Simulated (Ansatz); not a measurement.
# Cl on Al(100): change of the work function, part 2 of 2

Wanted: Δφ(θ) for Cl/Al(100), starting from the hollow site.

Ansatz 0.2.0; plane-wave DFT, PBE, Ansatz PAW.

So far, work function, upper face (eV): step 2 (the clean slab) 4.29; step 3 (37 atoms, coverage 0.111 ML, cell 3x3) 4.53; step 4 (17 atoms, coverage 0.25 ML, cell 2x2) 4.80.

### Step 5. The covered slab, k-mesh 6×6×1, coverage 0.5 ML (continued)

The steps of the relaxation:

```tsv
step	energy less that of the first step (eV)	largest force component (eV/Å)
1	0.0000	4.6850
2	-2.0372	3.0133
3	-3.2962	1.5412
4	-3.7292	0.4033
5	-3.8243	0.0989
6	-3.8275	0.0080
```

Forces are held to the 16 operations that the program found; a distortion that breaks them can't arise in this run.

The atoms that moved most (Å):

```tsv
atom	dx	dy	dz	length
Cl18	0.000	0.000	0.800	0.800
Cl17	0.000	0.000	0.800	0.800
Al4	0.000	0.000	-0.062	0.062
Al8	0.000	0.000	-0.062	0.062
Al16	0.000	0.000	-0.062	0.062
Al12	0.000	0.000	-0.062	0.062
Al3	0.000	0.000	-0.019	0.019
Al15	0.000	0.000	-0.019	0.019
```

The relaxed structure:

```xyz
18
Lattice="5.7276 0.0000 0.0000 0.0000 5.7276 0.0000 0.0000 0.0000 25.1699" Properties=species:S:1:pos:R:3
Al    1.4319    1.4319    9.0000
Al    0.0000    0.0000   11.0250
Al    1.4319    1.4319   13.0155
Al    0.0000    0.0000   15.0236
Al    1.4319    4.2957    9.0000
Al    0.0000    2.8638   11.0250
Al    1.4319    4.2957   13.0468
Al    0.0000    2.8638   15.0236
Al    4.2957    1.4319    9.0000
Al    2.8638    0.0000   11.0250
Al    4.2957    1.4319   13.0468
Al    2.8638    0.0000   15.0236
Al    4.2957    4.2957    9.0000
Al    2.8638    2.8638   11.0250
Al    4.2957    4.2957   13.0155
Al    2.8638    2.8638   15.0236
Cl    1.4319    1.4319   16.9702
Cl    4.2957    4.2957   16.9702
```

The density of states has structure finer than the step of the table below, so its rows give means over 0.25 eV. Peaks (eV: height): -4.690: 18.9, -4.210: 23.2, -3.910: 12.2, -2.320: 10.5, 0.810: 12.9, 1.080: 13.5, 1.560: 13.0.

The density of states by energy, zero at the Fermi level; means over each step:

```tsv
energy (eV)	density of states (states/eV a cell)
-7.75	2.25
-7.50	3.92
-7.25	3.49
-7.00	3.98
-6.75	4.45
-6.50	5.33
-6.25	6.65
-6.00	4.14
-5.75	5.38
-5.50	5.88
-5.25	6.94
-5.00	6.87
-4.75	10.5
-4.50	7.07
-4.25	14.9
-4.00	10.5
-3.75	4.71
-3.50	6.00
-3.25	5.44
-3.00	7.99
-2.75	7.63
-2.50	7.01
-2.25	6.75
-2.00	5.60
-1.75	6.45
-1.50	6.21
-1.25	7.47
-1.00	7.07
-0.75	8.75
-0.50	7.75
-0.25	6.83
0.00	5.52
0.25	7.21
0.50	7.76
0.75	8.31
1.00	9.92
1.25	9.72
1.50	9.03
1.75	6.66
```

The relaxation took 6 steps and lowered the energy by 3.8 eV; the largest force on the free atoms ends at 0.0080 eV/Å.

The covered face has 5.14 eV, +0.84 eV against the clean one; the bare back face has moved by +0.02 eV, a measure of how thin the slab is.

### Step 6. Adsorbate added, k-mesh 12×12×1, coverage 1 ML

System of this step: Cl/Al(100). The cell holds 5 atoms: 4 Al and 1 Cl. Cell: a = 2.864 Å, b = 2.864 Å, c = 25.170 Å, α = 90.0°, β = 90.0°, γ = 90.0°. Vacuum lies along c.

Contents of input.yaml:

```yaml
crystal:
  lattice:
    - [2.8637824638, 0.0, 0.0]
    - [0.0, 2.8637824638, 0.0]
    - [0.0, 0.0, 25.1699217993]
  atoms:
    - { symbol: Al, position: [0.5, 0.5, 0.3575696449] }
    - { symbol: Al, position: [0.0, 0.0, 0.438022815] }
    - { symbol: Al, position: [0.5, 0.5, 0.5178535077] }
    - { symbol: Al, position: [0.0, 0.0, 0.5993618206] }
    - { symbol: Cl, position: [0.5, 0.5, 0.6424303551] }
kpoints:
  mp_grid: { grid: [12, 12, 1] }
hamiltonian:
  xc: pbe
scf:
  occupations: { method: fermi_dirac, width: 0.1 }
  convergence: { dr2_threshold: 1.0e-08 }
efield:
  axis: 3
  dipole_correction: true
  ramp_position: 0.97
  ramp_width: 0.06
relax:
  f_tol: 0.02
  max_steps: 60
  constraints: [{ sites: [0, 1] }]
output:
  write_potential: true
  write_density: true
  volumetric_format: npy
```

Run with:

```sh
$ ansatz run input.yaml --threads 2 --pin off --max-ram 4096MiB --backend cpu --events-out ev --progress --plain --runs-dir out
```

Elapsed: 22 s, on 2 threads of Arm Neoverse V1, shared host; peak memory 0.41 GiB.

Relaxation path:

```tsv
step	energy less that of the first step (eV)	largest force component (eV/Å)
1	0.0000	4.0235
2	-0.7234	2.1644
3	-1.0208	0.4407
4	-1.0437	0.0703
5	-1.0441	0.0208
6	-1.0441	0.0028
```

The run keeps the 8 symmetry operations that the program found, so distortions that break them were not tested.

The atoms that moved most (Å):

```tsv
atom	dx	dy	dz	length
Cl5	0.000	0.000	0.402	0.402
Al4	0.000	0.000	-0.153	0.153
Al3	0.000	0.000	-0.046	0.046
```

The relaxed structure:

```cif
data_structure
_symmetry_space_group_name_H-M 'P 1'
_symmetry_Int_Tables_number 1
_cell_length_a 2.8638
_cell_length_b 2.8638
_cell_length_c 25.1699
_cell_angle_alpha 90.000
_cell_angle_beta 90.000
_cell_angle_gamma 90.000
_cell_volume 206.42
loop_
_atom_site_label
_atom_site_type_symbol
_atom_site_fract_x
_atom_site_fract_y
_atom_site_fract_z
_atom_site_occupancy
Al1 Al 0.50000 0.50000 0.35757 1
Al2 Al 0.00000 0.00000 0.43802 1
Al3 Al 0.50000 0.50000 0.51601 1
Al4 Al 0.00000 0.00000 0.59328 1
Cl5 Cl 0.50000 0.50000 0.65839 1
```

The relaxation took 6 steps and lowered the energy by 1.0 eV; the largest force on the free atoms ends at 0.0028 eV/Å.

The covered face has 4.41 eV, +0.12 eV against the clean one; the bare back face has moved by -0.11 eV, a measure of how thin the slab is.

### Step 7. Work function against coverage

This step: plane-wave DFT, PBE, Ansatz PAW; work function against coverage (Ansatz 0.2.0).

The runs are now put side by side.

Numbers from this step:

```yaml
work_function_of_the_clean_face: 4.293 eV
largest_change_of_the_work_function: 0.8440 eV
```

The work function of the covered face by coverage:

```tsv
coverage (adsorbates/nm²)	work function of the covered face (eV)
0.00	4.29
1.35	4.53
3.05	4.80
6.10	5.14
12.19	4.41
```

The dipole per adsorbate comes from the change of the cell's dipole. Coverage, by row:

```tsv
coverage (1/nm²)	coverage (ML)	work function (eV)	change (eV)	dipole per adsorbate, positive end outwards (debye)	mean height of the added atoms over the highest substrate atom (Å)
1.355	0.1111	4.526	0.2336	-0.473	1.856
3.048	0.25	4.798	0.5051	-0.424	1.877
6.097	0.5	5.137	0.844	-0.361	1.947
12.19	1	4.408	0.1154	-0.05	1.639
```

### Step 8. Outcome

| Quantity | Value |
| --- | --- |
| work function of the clean face | 4.29 eV |
| work function at 0.11 ML | 4.53 eV |
| work function at 0.25 ML | 4.80 eV |
| work function at 0.5 ML | 5.14 eV |
| work function at 1 ML | 4.41 eV |
| dipole per adsorbate at 0.11 ML, positive end outwards | -0.47 D |

Cl raises the work function of Al(100) at the lowest coverage, by 0.23 eV: the adsorbate layer has its negative end outwards. The dipole per adsorbate falls from 0.47 to 0.05 D as the layer fills. Neighbouring dipoles depolarise each other, and heights and bonding change with coverage too. At the highest coverage the adsorbates are pressed to about 2.9 Å, closer than unbonded atoms of this kind usually come, so a real layer may not reach it. The slab has 4 layers, at the tabulated experimental lattice constant, one starting site was run, and quantum-size effects of a slab this thin can reach one or two tenths of an eV.

[Long decimals in the printed logs are rounded to 6 places.]

[Logs are printed without paths, hosts, clocks, repeated set-up lines and the standing remarks that a program may print on its own settings, such as how far it seeks lower states.]

[Hosts, paths, dates, database ids (printed as entryN), source tags and the programs' standing remarks are cut or masked in the printed files.]

[Maps of the electrostatic potential energy from Ansatz leave out the sawtooth potential of an applied field or a dipole correction, so their vacuum need not be flat; planar profiles and work functions include it.]

[The density of states shown here was stored with 400 of the rows of the run's finer table, so its peaks can read low, often by over a quarter, or be missed, and its means over a window can be off by a tenth or more.]
